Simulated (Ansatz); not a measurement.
# Os(0001) with 2 thermally displaced layers, 2x2: scattering by thermal displacements

Wanted: the phonon-limited resistivity of Os at 180 K by the Landauer route.

Method: Ansatz plane-wave DFT, PBE, PAW files; ballistic transport by layer matching (Landauer), zero bias; PAW set soft_1, in Ansatz 0.2.0.

### Step 1. The structure

The cell holds 48 atoms: 48 Os. Cell: a = 5.468 Å, b = 5.468 Å, c = 25.918 Å, α = 90.0°, β = 90.0°, γ = 120.0°. It derives from Os. Regions: lead, 40 atoms (40 Os); scattering region, 8 atoms (8 Os). The structure is stacked along c, and the current runs across the ab planes.

### Step 2. With 2 displaced layers

Each atom of 2 layers is moved at random, by amounts drawn from a normal law 0.0257 Å wide in each direction from the Debye model (500 K) at 180 K. The layers about the cell's end stay perfect and serve as the lead. Disorder leaves little or no symmetry, which makes such runs dear. Energies from -0.05 to 0.05 eV in steps of 0.05 eV are too few for the program's thermal sum, so it prints no conductance; for a metal the transmission near the Fermi level serves, at a fraction of the cost.

input.yaml reads:

```yaml
crystal:
  lattice:
    - [5.4682, 0.0, 0.0]
    - [-2.7341, 4.735600113, 0.0]
    - [0.0, 0.0, 25.9182]
  atoms:
    - { symbol: Os, position: [0.1666666667, 0.3333333333, 0.0416666667] }
    - { symbol: Os, position: [0.1666666667, 0.8333333333, 0.0416666667] }
    - { symbol: Os, position: [0.6666666667, 0.3333333333, 0.0416666667] }
    - { symbol: Os, position: [0.6666666667, 0.8333333333, 0.0416666667] }
    - { symbol: Os, position: [0.3333333333, 0.1666666667, 0.125] }
    - { symbol: Os, position: [0.3333333333, 0.6666666667, 0.125] }
    - { symbol: Os, position: [0.8333333333, 0.1666666667, 0.125] }
    - { symbol: Os, position: [0.8333333333, 0.6666666667, 0.125] }
    - { symbol: Os, position: [0.1666666667, 0.3333333333, 0.2083333333] }
    - { symbol: Os, position: [0.1666666667, 0.8333333333, 0.2083333333] }
    - { symbol: Os, position: [0.6666666667, 0.3333333333, 0.2083333333] }
    - { symbol: Os, position: [0.6666666667, 0.8333333333, 0.2083333333] }
    - { symbol: Os, position: [0.3333333333, 0.1666666667, 0.2916666667] }
    - { symbol: Os, position: [0.3333333333, 0.6666666667, 0.2916666667] }
    - { symbol: Os, position: [0.8333333333, 0.1666666667, 0.2916666667] }
    - { symbol: Os, position: [0.8333333333, 0.6666666667, 0.2916666667] }
    - { symbol: Os, position: [0.1666666667, 0.3333333333, 0.375] }
    - { symbol: Os, position: [0.1666666667, 0.8333333333, 0.375] }
    - { symbol: Os, position: [0.6666666667, 0.3333333333, 0.375] }
    - { symbol: Os, position: [0.6666666667, 0.8333333333, 0.375] }
    - { symbol: Os, position: [0.3335658402, 0.1659495749, 0.4589685075] }
    - { symbol: Os, position: [0.332372604, 0.6637589455, 0.458691965] }
    - { symbol: Os, position: [0.8420338587, 0.1718076128, 0.4576353655] }
    - { symbol: Os, position: [0.8256930077, 0.6632834074, 0.4583743206] }
    - { symbol: Os, position: [0.1551429669, 0.3321456881, 0.5404309664] }
    - { symbol: Os, position: [0.1617471333, 0.830378986, 0.5413529587] }
    - { symbol: Os, position: [0.6714312117, 0.3389923058, 0.5415391854] }
    - { symbol: Os, position: [0.6712849518, 0.8297225227, 0.542015296] }
    - { symbol: Os, position: [0.3333333333, 0.1666666667, 0.625] }
    - { symbol: Os, position: [0.3333333333, 0.6666666667, 0.625] }
    - { symbol: Os, position: [0.8333333333, 0.1666666667, 0.625] }
    - { symbol: Os, position: [0.8333333333, 0.6666666667, 0.625] }
    - { symbol: Os, position: [0.1666666667, 0.3333333333, 0.7083333333] }
    - { symbol: Os, position: [0.1666666667, 0.8333333333, 0.7083333333] }
    - { symbol: Os, position: [0.6666666667, 0.3333333333, 0.7083333333] }
    - { symbol: Os, position: [0.6666666667, 0.8333333333, 0.7083333333] }
    - { symbol: Os, position: [0.3333333333, 0.1666666667, 0.7916666667] }
    - { symbol: Os, position: [0.3333333333, 0.6666666667, 0.7916666667] }
    - { symbol: Os, position: [0.8333333333, 0.1666666667, 0.7916666667] }
    - { symbol: Os, position: [0.8333333333, 0.6666666667, 0.7916666667] }
    - { symbol: Os, position: [0.1666666667, 0.3333333333, 0.875] }
    - { symbol: Os, position: [0.1666666667, 0.8333333333, 0.875] }
    - { symbol: Os, position: [0.6666666667, 0.3333333333, 0.875] }
    - { symbol: Os, position: [0.6666666667, 0.8333333333, 0.875] }
    - { symbol: Os, position: [0.3333333333, 0.1666666667, 0.9583333333] }
    - { symbol: Os, position: [0.3333333333, 0.6666666667, 0.9583333333] }
    - { symbol: Os, position: [0.8333333333, 0.1666666667, 0.9583333333] }
    - { symbol: Os, position: [0.8333333333, 0.6666666667, 0.9583333333] }
kpoints:
  mp_grid: { grid: [5, 5, 1] }
hamiltonian:
  xc: pbe
  pseudopotentials: { kind: paw, azcp: { folder: soft_1 } }
scf:
  occupations: { method: fermi_dirac, width: 0.1 }
output:
  transmission:
    leads: [[0, 8]]
    kmesh: [10, 10]
    e_range: [-0.05, 0.05]
    de: 0.05
  write_potential: true
  write_density: true
  volumetric_format: npy
  elf: true
```

The run is started by

```console
$ ansatz run input.yaml --threads 4 --pin off --max-ram 15360MiB --backend cpu --events-out ev --progress --plain --runs-dir out
```

Numbers of over 12 decimals in the logs are rounded to 6 here.

What it wrote:

```text
Engine: ansatz 0.2.0, x86_64-unknown-linux-gnu
Pseudopotentials: kind: paw
Pseudopotential: Os, paw, valence charge 16, recommended cutoff 420 eV (normal), soft_1/Os.paw.azcp
Functional definition: PBE
  parameter kappa = 0.804
  parameter beta = 0.066725
  exchange = pbe_x(kappa = kappa, mu = beta*pi^2/3)
  correlation = pbe_c(beta = beta)
Crystal: 48 atoms, lattice volume = 671.157 Å³
Basis set: ecut = 420 eV, 13017 PW (Γ)
Bands: 461, of which v1, the nominal top of the filled ones, is band 384 counted from 1 (383 counted from 0)
Symmetry: 1 space group operations
Space group: P1 (ITA 1), of the structure as read, at distance tolerance 8.8e-5 Å
k-points: 13 of 25 (time reversal used)
Non-local potential: Os, projectors of the file, l = 0: 3, l = 1: 2, l = 2: 2, l = 3: 1
PAW form: soft (Blöchl's): semilocal exchange-correlation on the pseudo side does not see the compensation charge
PAW one-centre angular grid: Os, 590 points (default); XC on 64 Gauss nodes
Initial density: superposition of atomic densities (chi_scale 0.1, normalization cell)
Initial wavefunctions: pseudopotential atomic-orbital guess
Functional: x = pbe(κ = 0.804, μ = 0.219515), c = pbe(β = 0.066725)
SCF iter   1: F=—  HF=-546530.920881 eV  |F-HF|=—  |Δ(HF+E_count)|=         —  Δρ=6.01e-2  dr2=2.06e1  ethr=3.10e-3  ⟨swp⟩=5.5  Hψ=19820  notcnv=0  defer=21
preconditioner: auto → Kerker (q_TF=auto, 2.790 Å⁻¹)  [metal: Δε(μ)=0.094 eV  Ē_g=6.264 eV  σ=0.100 eV  W_gap=0.23  n_scr=268 (ndim 8)  ℏωp=28.1 eV  f_vac=0.000  D(μ)=31.03/eV (n_scr^D=292)]
SCF iter   2: F=—  HF=-546525.462426 eV  |F-HF|=—  |Δ(HF+E_count)|=    5.46e0  Δρ=3.31e-2  dr2=5.83e0  ethr=2.69e-3  ⟨swp⟩=3.0  Hψ=10090  notcnv=0  defer=74
SCF iter   3: F=—  HF=-546523.723052 eV  |F-HF|=—  |Δ(HF+E_count)|=    1.74e0  Δρ=3.71e-3  dr2=3.50e-2  ethr=7.59e-4  ⟨swp⟩=2.0  Hψ=9230  notcnv=0  defer=74
SCF iter   4: F=—  HF=-546523.724889 eV  |F-HF|=—  |Δ(HF+E_count)|=   1.84e-3  Δρ=4.24e-4  dr2=8.64e-4  ethr=4.56e-6  ⟨swp⟩=2.3  Hψ=10497  notcnv=0  defer=62
SCF iter   5: F=—  HF=-546523.724973 eV  |F-HF|=—  |Δ(HF+E_count)|=   8.43e-5  Δρ=8.82e-5  dr2=3.54e-5  ethr=1.12e-7  ⟨swp⟩=2.3  Hψ=11212  notcnv=0  defer=62
SCF iter   6: F=—  HF=-546523.726191 eV  |F-HF|=—  |Δ(HF+E_count)|=   1.22e-3  Δρ=1.17e-5  dr2=1.17e-6  ethr=4.61e-9  ⟨swp⟩=2.0  Hψ=8425  notcnv=0  defer=62
SCF iter   7: F=-546523.726191 eV  HF=-546523.726191 eV  |F-HF|=3.84e-8  |Δ(HF+E_count)|=   1.46e-7  Δρ=1.72e-6  dr2=5.06e-8  ethr=1.30e-11  ⟨swp⟩=7.2  Hψ=15156  notcnv=0
SCF 1 converged in 7 iterations: F = -546523.726191 eV  dr2 = 5.06e-8
  greatest PAW one-centre occupation: 1.000 electrons in one spin orbital (limit 2), on the Os atom at site 24 (counted from 0), in its partial waves of l = 0
transmission: 251 of 2496 steps passed
transmission: 500 of 2496 steps passed
[...]
transmission: 2496 of 2496 steps passed
SCF converged after 7 iterations
Free energy (F): -546523.726191 eV
Harris-Foulkes:  -546523.726191 eV  (|F-HF|=3.84e-8)
Internal energy: -546522.633586 eV  (E = F + TS)
E sigma→0 (E₀):  -546523.179888 eV
Entropy (-TS):   -1.092605 eV (-22.763 meV/atom)
Fermi energy:    26.053377 eV
--- Per-component energies (eV) ---
  E_band       = -3114.072598
  E_kinetic    = 23639.925753
  E_local      = -43722.895623  (includes V_loc(G=0)·N_el)
  E_nonlocal   = 9410.671568
  E_hartree    = 15691.145512
  E_xc         = -11239.585314
  E_vxc        = -11838.137117  (∫ρ·V_xc dr)
  E_paw        = -434263.978541  (= ΣΔE_a)
  E_vpaw       = -11985.948629  (= ΣTr[D̂ρ^β])
  E_aug_tail   = 0.021054  (compensation charges beyond the density's cutoff)
  E_ewald      = -106037.937993
  E_smearing   = -1.092605  (= −TS)
  E_closure    = 0.000000  (closes the sum)
  Σ components = -546523.726191   (vs F -546523.726191, Δ=0.00e0)
--- Band table (eV; the first three rows and the last of 13) ---
  k-point 0: bands = [... 380 lower, 26.7228, 26.7249, 26.7259, 26.7312, 26.7377, 26.9272, 26.9325, 26.9391, ... 73 higher]
  k-point 1: bands = [... 380 lower, 26.1742, 26.1936, 26.2085, 26.2192, 26.2328, 26.8687, 26.8781, 27.0915, ... 73 higher]
  k-point 2: bands = [... 380 lower, 25.6560, 25.7890, 25.7989, 25.8515, 25.9305, 25.9386, 26.0478, 26.1691, ... 73 higher]
  k-point 12: bands = [... 380 lower, 25.7933, 25.8640, 25.8800, 26.1193, 26.1333, 26.1636, 26.1710, 26.1744, ... 73 higher]
--- Transmission ---
  basis      : 223 plane waves across, 48 finite elements along
  points     : 52, standing for a mesh of 10 x 10
  energies   : 3 from -0.050000 to 0.050000 eV about the Fermi level, 0.050000 eV apart; the leads are filled to 0.000000 eV, and channels, transmission and decay are at 0.000000 eV
  crystal 0  : Os8, at the sites [0, 8], period 4.3197 Å, over 21.60 Å; its Hamiltonian steps by up to 1.2 meV
    offset         : up to 0.0000 Å between an atom of the period and one for which it stands
    channels       : 4.550000e0 a spin
    conductance    : none, the energies end too early or step too widely for 300 K: set another output.transmission.e_range or a lower de, or, where they end at an eighth of basis.ecutwfc, a higher one
  junction   : crystal 0 to crystal 0, 0.70 to 22.30 Å
    transmission   : 4.458304e0 a spin
    conductance    : none, the energies end too early or step too widely for 300 K: set another output.transmission.e_range or a lower de, or, where they end at an eighth of basis.ecutwfc, a higher one
```

Wall time 5.4 min (4 threads of AMD EPYC 9R14 (Zen 4), shared host); peak memory 6.7 GiB; 20 min of CPU time.

The column dr2 measures how far the density is from self-consistency, as an energy; F and HF (Harris–Foulkes) agree once it is small.

Numbers from this step:

- free energy: -546523.7262 eV
- energy at zero smearing: -546523.1799 eV
- Fermi energy: 26.05 eV
- cell area: 25.90 Å²
- transmission per spin nearest the Fermi level: 4.458
- open channels per spin nearest the Fermi level: 4.55
- step of the lead's potential: 1.2 meV

Per spin. The transmission, zone mean by energy, zero at the Fermi level:

| energy (eV) | transmission, zone mean |
| --- | --- |
| -0.0500 | 4.67 |
| 0.0000 | 4.46 |
| 0.0500 | 4.48 |

Per spin. Open channels, zone mean, lead against energy, zero at the Fermi level:

| energy (eV) | open channels, zone mean, lead |
| --- | --- |
| -0.0500 | 4.74 |
| 0.0000 | 4.55 |
| 0.0500 | 4.55 |

Transmission over k1 and k2. At 0.0000 eV from the Fermi level.

Ten even steps from '0' (2.0) to '9' (10.9):
```
2233322101
1333333100
1333333311
2333553332
4233595332
2233355333
1113333333
1001333333
2101223332
4211242112
```
Columns: k1 (b1) from -0.5 to 0.4; rows upwards: k2 (b2) from -0.5 to 0.4.

Open channels over k1 and k2. At 0.0000 eV from the Fermi level.

Ten even steps from '0' (2.0) to '9' (11.0):
```
2333332101
1333333100
1333333311
2333553332
4333595333
2233355333
1113333333
1001333333
2101233333
4211242112
```
Columns: k1 (b1) from -0.5 to 0.4; rows upwards: k2 (b2) from -0.5 to 0.4.

Valence density in the ca plane at fractional y = 0.166, with atoms of Os within 0.2 Å of it. It is the smooth field of the valence electrons, not physical close to the nuclei.

Values in e/Å³, 8 rows by 16 columns, each cell a mean:
```
0.5 0.5 3.9 2.4 0.4 0.5 2.7 3.9 0.5 0.5 1.3 4.7 0.8 0.5 0.6 4.5
0.4 0.5 5.5 3.4 0.4 0.4 3.6 5.0 0.5 0.4 1.8 6.6 1.0 0.4 0.7 6.4
1.0 0.6 1.2 0.8 0.8 0.8 0.8 1.0 0.5 0.9 0.6 1.4 0.5 1.0 0.5 1.4
1.3 0.6 0.5 0.5 1.0 0.9 0.5 0.5 0.6 1.1 0.4 0.6 0.4 1.3 0.5 0.6
0.5 0.5 3.9 2.4 0.4 0.4 2.4 3.9 0.5 0.4 1.3 4.7 0.8 0.5 0.6 4.5
0.4 0.5 5.5 3.4 0.4 0.4 3.4 5.4 0.5 0.4 1.7 6.6 1.0 0.4 0.7 6.4
1.0 0.6 1.2 0.8 0.8 0.7 0.8 1.2 0.6 0.9 0.5 1.4 0.5 1.0 0.5 1.4
1.3 0.6 0.5 0.5 1.0 0.9 0.5 0.6 0.7 1.3 0.4 0.6 0.4 1.3 0.5 0.6
```
Columns run along c (16.0 Å, from fractional 0.19 to 0.81 of the cell), rows up along a (5.5 Å). Atoms in or near the plane, at fractional coordinates: Os at (0.29, 0.33), Os at (0.29, 0.83), Os at (0.46, 0.33), Os at (0.46, 0.84), Os at (0.62, 0.33), Os at (0.62, 0.83), Os at (0.79, 0.33), Os at (0.79, 0.83).

Electrostatic potential energy in the ca plane at fractional y = 0.166, with atoms of Os within 0.2 Å of it. With pseudopotentials it is smooth inside the atoms' cores, unlike the true potential.

Ten even steps from '0' (-53 eV) to '9' (26 eV), each cell a mean:
```
98999853369998999742379988999743489998999633
99999620038999999510148999998400159999998300
99999610037999999500048999998400159999997200
99999731158999999631269999999521379999998411
87789975689987899976789987899865799987899865
76689999999975689999999976799999999865799999
76689999999975689999999976799999999865799999
98899975689987899975689988899865799987899865
99999731148999999621259999999521269999998411
99999610037999999500038999998400159999997200
99999720038999999610148999998410169999998300
98899853369998899853479998999743589988999633
86689988899976789988899976799987899876799988
75579999999975689999999865689999999865799999
86789998899986789987899876799988899876899988
```
Columns run along c (16.0 Å, from fractional 0.19 to 0.81 of the cell; values clipped at the 3rd and 97th percentile), rows up along a (5.5 Å). Atoms in or near the plane, at fractional coordinates: Os at (0.29, 0.33), Os at (0.29, 0.83), Os at (0.46, 0.33), Os at (0.46, 0.84), Os at (0.62, 0.33), Os at (0.62, 0.83), Os at (0.79, 0.33), Os at (0.79, 0.83).

ELF in the ca plane at fractional y = 0.166, with atoms of Os within 0.2 Å of it. It is the smooth field of the valence electrons, not physical close to the nuclei.

Ten even steps from '0' (0.25) to '9' (0.59), each cell a mean:
```
10013158841310022279732211122378622200132488
31131298971221231497951321231698941321221798
31231397881221230596960221221696941321321887
21122289961310122389941210131499832210231699
12212124422212112124312112112135312112122244
14410222222025301212221024201222221035202222
14410222222025301212121024201222221035202222
11112124412211112135312201022135312111122144
21122289961320132399951310131499932310231699
32231396881231230496961221220696940321321886
21132298971221131498961321231698941311221798
11123158732311122268632210122278622211132478
13311212212113211112112123112112112133112122
15410223222025400223321035301223220045202223
13311212112113212112112024202112112023112112
```
Columns run along c (16.0 Å, from fractional 0.19 to 0.81 of the cell), rows up along a (5.5 Å). Atoms in or near the plane, at fractional coordinates: Os at (0.29, 0.33), Os at (0.29, 0.83), Os at (0.46, 0.33), Os at (0.46, 0.84), Os at (0.62, 0.33), Os at (0.62, 0.83), Os at (0.79, 0.33), Os at (0.79, 0.83).

Over the solved energies the transmission per spin lies between 4.46 and 4.67, out of 4.61 channels of the lead on average (up to 4.74).

[end of part 1 of 2]

[Logs are printed without paths, hosts, clocks, repeated set-up lines and the standing remarks that a program may print on its own settings, such as how far it seeks lower states.]

[Hosts, paths, dates, database ids (printed as entryN), source tags and the programs' standing remarks are cut or masked in the printed files.]
